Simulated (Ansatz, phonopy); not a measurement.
# NaBe (hypothetical, Pm-3m): phonons against volume, part 2 of 2

Aim: how the vibrations of NaBe (hypothetical) shift with volume, and the expansion that follows. The crystal structure is hypothetical: it was made by swapping elements on a known structure type.

Ansatz 0.2.0; DFT PBEsol, scalar-relativistic, plane waves, PAW.

So far. Step 10 (Lattice dynamics at this volume, V/V0 0.985): The lowest solved frequency is -189 cm⁻¹, so the cell is unstable here and gives no valid free energy. The highest zone-centre mode (no LO–TO term) moved by +1.9 % for a volume change of -1.5 %. Step 11 (A cell at another volume, V/V0 1.03): The run ends at a pressure of -0.73 GPa.

## Step 12: Phonons, V/V0 1.03 (continued)

No LO-TO term. Phonon branches along the path, in cm⁻¹:

| point | branch 1 | branch 2 | branch 3 | branch 4 | branch 5 | branch 6 |
| --- | --- | --- | --- | --- | --- | --- |
| Γ | 0 | 0 | 0 | 293 | 293 | 293 |
| halfway | -25 | 105 | 105 | 228 | 285 | 285 |
| X | -104 | 154 | 154 | 192 | 276 | 276 |
| halfway | -160 | 47 | 150 | 216 | 250 | 290 |
| M | -184 | -184 | 146 | 246 | 246 | 304 |
| halfway | -111 | 130 | 159 | 178 | 254 | 286 |
| Γ | 0 | 0 | 0 | 293 | 293 | 293 |
| halfway | 37 | 37 | 127 | 223 | 234 | 234 |
| R | -48 | -48 | -48 | 198 | 198 | 198 |
| halfway | -155 | 77 | 164 | 178 | 213 | 249 |
| X | -104 | 154 | 154 | 192 | 276 | 276 |
| jump to R | -48 | -48 | -48 | 198 | 198 | 198 |
| halfway | -139 | -139 | 174 | 181 | 229 | 229 |
| M | -184 | -184 | 146 | 246 | 246 | 304 |

The lowest solved frequency is -184 cm⁻¹, so the cell is unstable here and gives no valid free energy. The highest zone-centre mode (no LO–TO term) moved by -3.7 % for a volume change of +3.0 %.

## Step 13: A cell at another volume, V/V0 0.97

The cell differs from the one that the last finished run ended in (a 3.388 → 3.321 Å, b 3.388 → 3.321 Å, c 3.388 → 3.321 Å).

input.yaml reads:

```yaml
crystal:
  lattice:
    - [3.3205896116, 0.0, 0.0]
    - [0.0, 3.3205896116, 0.0]
    - [0.0, 0.0, 3.3205896116]
  atoms:
    - { symbol: Be, position: [0.5, 0.5, 0.5] }
    - { symbol: Na, position: [0.0, 0.0, 0.0] }
kpoints:
  mp_grid: { grid: [12, 12, 12] }
hamiltonian:
  xc: pbesol
scf:
  occupations: { method: methfessel_paxton, width: 0.15 }
output:
  forces: true
  stress: true
  eigenvalues: true
```

Launch:

```console
$ ansatz run input.yaml --threads 4 --pin off --max-ram 8192MiB --backend cpu --events-out ev --progress --plain --runs-dir out
```

The job ended after 0.4 s (4 threads of Intel Xeon Platinum 8488C (Sapphire Rapids), shared host; peak memory 0.37 GiB; 1.1 s of CPU time).

The run ends at a pressure of 0.85 GPa.

## Step 14: Lattice dynamics at this volume, V/V0 0.97

input.yaml, the sections that differ from step 13:

```yaml
output:
  eigenvalues: true
phonons:
  method: dfpt
  qmesh: [4, 4, 4]
  temperatures: { t_max: 1000, t_step: 50 }
  qpath:
    path:
      - [[0.0, 0.0, 0.0], [0.0, 0.5, 0.0], [0.5, 0.5, 0.0], [0.0, 0.0, 0.0], [0.5, 0.5, 0.5], [0.0, 0.5, 0.0]]
      - [[0.5, 0.5, 0.5], [0.5, 0.5, 0.0]]
    npoints: 10
# crystal, kpoints, hamiltonian, scf: as in step 13
```

It took 68 s on 4 threads; peak memory 1.1 GiB.

The lowest solved frequency is -190 cm⁻¹, so the cell is unstable here and gives no valid free energy. The highest zone-centre mode (no LO–TO term) moved by +3.9 % for a volume change of -3.0 %.

## Step 15: A cell at another volume, V/V0 1.05

The cell differs from the one that the last finished run ended in (a 3.321 → 3.409 Å, b 3.321 → 3.409 Å, c 3.321 → 3.409 Å).

input.yaml, the sections that differ from step 14:

```yaml
crystal:
  lattice:
    - [3.409476697, 0.0, 0.0]
    - [0.0, 3.409476697, 0.0]
    - [0.0, 0.0, 3.409476697]
  atoms:
    - { symbol: Be, position: [0.5, 0.5, 0.5] }
    - { symbol: Na, position: [0.0, 0.0, 0.0] }
output:
  forces: true
  stress: true
  eigenvalues: true
# kpoints, hamiltonian, scf: as in step 14
# phonons: removed
```

Wall time 0.43 s (4 threads); peak memory 0.37 GiB.

The run ends at a pressure of -1.16 GPa.

## Step 16: Lattice dynamics at this volume, V/V0 1.05

input.yaml, the sections that differ from step 15:

```yaml
output:
  eigenvalues: true
phonons:
  method: dfpt
  qmesh: [4, 4, 4]
  temperatures: { t_max: 1000, t_step: 50 }
  qpath:
    path:
      - [[0.0, 0.0, 0.0], [0.0, 0.5, 0.0], [0.5, 0.5, 0.0], [0.0, 0.0, 0.0], [0.5, 0.5, 0.5], [0.0, 0.5, 0.0]]
      - [[0.5, 0.5, 0.5], [0.5, 0.5, 0.0]]
    npoints: 10
# crystal, kpoints, hamiltonian, scf: as in step 15
```

Wall time 70 s (4 threads); peak memory 1.1 GiB; 4.4 min of CPU time.

No LO-TO term. The phonon branches at the labelled points (cm⁻¹):

| point | branch 1 | branch 2 | branch 3 | branch 4 | branch 5 | branch 6 |
| --- | --- | --- | --- | --- | --- | --- |
| Γ | 0 | 0 | 0 | 286 | 286 | 286 |
| halfway | -34 | 103 | 103 | 222 | 278 | 278 |
| X | -110 | 150 | 150 | 187 | 270 | 270 |
| halfway | -160 | 46 | 146 | 209 | 243 | 283 |
| M | -182 | -182 | 143 | 239 | 239 | 298 |
| halfway | -109 | 127 | 154 | 173 | 247 | 280 |
| Γ | 0 | 0 | 0 | 286 | 286 | 286 |
| halfway | 34 | 34 | 124 | 216 | 228 | 228 |
| R | -59 | -59 | -59 | 194 | 194 | 194 |
| halfway | -155 | 76 | 160 | 174 | 206 | 242 |
| X | -110 | 150 | 150 | 187 | 270 | 270 |
| jump to R | -59 | -59 | -59 | 194 | 194 | 194 |
| halfway | -140 | -140 | 170 | 175 | 223 | 223 |
| M | -182 | -182 | 143 | 239 | 239 | 298 |

The lowest solved frequency is -182 cm⁻¹, so the cell is unstable here and gives no valid free energy. The highest zone-centre mode (no LO–TO term) moved by -6.1 % for a volume change of +5.0 %.

## Step 17: How the modes move with volume

This step: DFT PBEsol, scalar-relativistic, plane waves, PAW (phonopy 4.10.0).

Volume series, by row:

| V/V0 | V (Å³/atom) | pressure (GPa) | E - E0 (meV/atom) | gap (eV) | zero-point energy (meV/atom) | lowest on the path (cm⁻¹) | highest at Gamma without the LO-TO term (cm⁻¹) |
| --- | --- | --- | --- | --- | --- | --- | --- |
| 0.97 | 18.31 | 0.851 | 1.483 | 0 | - | -190.1 | 316.1 |
| 0.985 | 18.59 | 0.409 | 0.364 | 0 | - | -188.5 | 310.1 |
| 1 | 18.87 | -0.002 | 0 | 0 | - | -187 | 304.3 |
| 1.015 | 19.16 | -0.381 | 0.334 | 0 | - | -185.5 | 298.6 |
| 1.03 | 19.44 | -0.733 | 1.316 | 0 | - | -184.1 | 293 |
| 1.05 | 19.82 | -1.161 | 3.552 | 0 | - | -182.2 | 285.8 |

Table of optical frequency at Gamma without the LO-TO term, mode 4 by V/V0:

| V/V0 | optical frequency at Gamma without the LO-TO term, mode 4 (cm⁻¹) |
| --- | --- |
| 0.9700 | 316 |
| 0.9850 | 310 |
| 1.0000 | 304 |
| 1.0150 | 299 |
| 1.0300 | 293 |
| 1.0500 | 286 |

## Step 18: What came out

```json
{
 "lowest frequency over the volumes": "-190 cm⁻¹"
}
```

**Reading.** Imaginary modes appear at V/V0 = 0.97, 0.985, 1, 1.015, 1.03 and 1.05, so too few stable volumes remain for a free-energy fit. Mode Grüneisen parameters diverge near a vanishing branch and are not given. The softest solved mode at V/V0 = 0.97 is 190i cm⁻¹ at q = (0, -0.5, -0.5), and 6 of 10 solved wavevectors carry a mode beyond 8i cm⁻¹. In a metal soft modes also hang on the k-mesh and the smearing, which were not converged here. The program warned that a few bands missed the eigensolver's threshold in at least one of the runs. The PAW files were made for PBE and are used here under another functional, for which the program regenerates the frozen cores.

[Logs are printed without paths, hosts, clocks, repeated set-up lines and the standing remarks that a program may print on its own settings, such as how far it seeks lower states.]

[Hosts, paths, dates, database ids (printed as entryN), source tags and the programs' standing remarks are cut or masked in the printed files.]

[A step with changed settings may run another functional than the one named; its input shows which.]

[Of the runs on displaced cells, only some may be shown.]
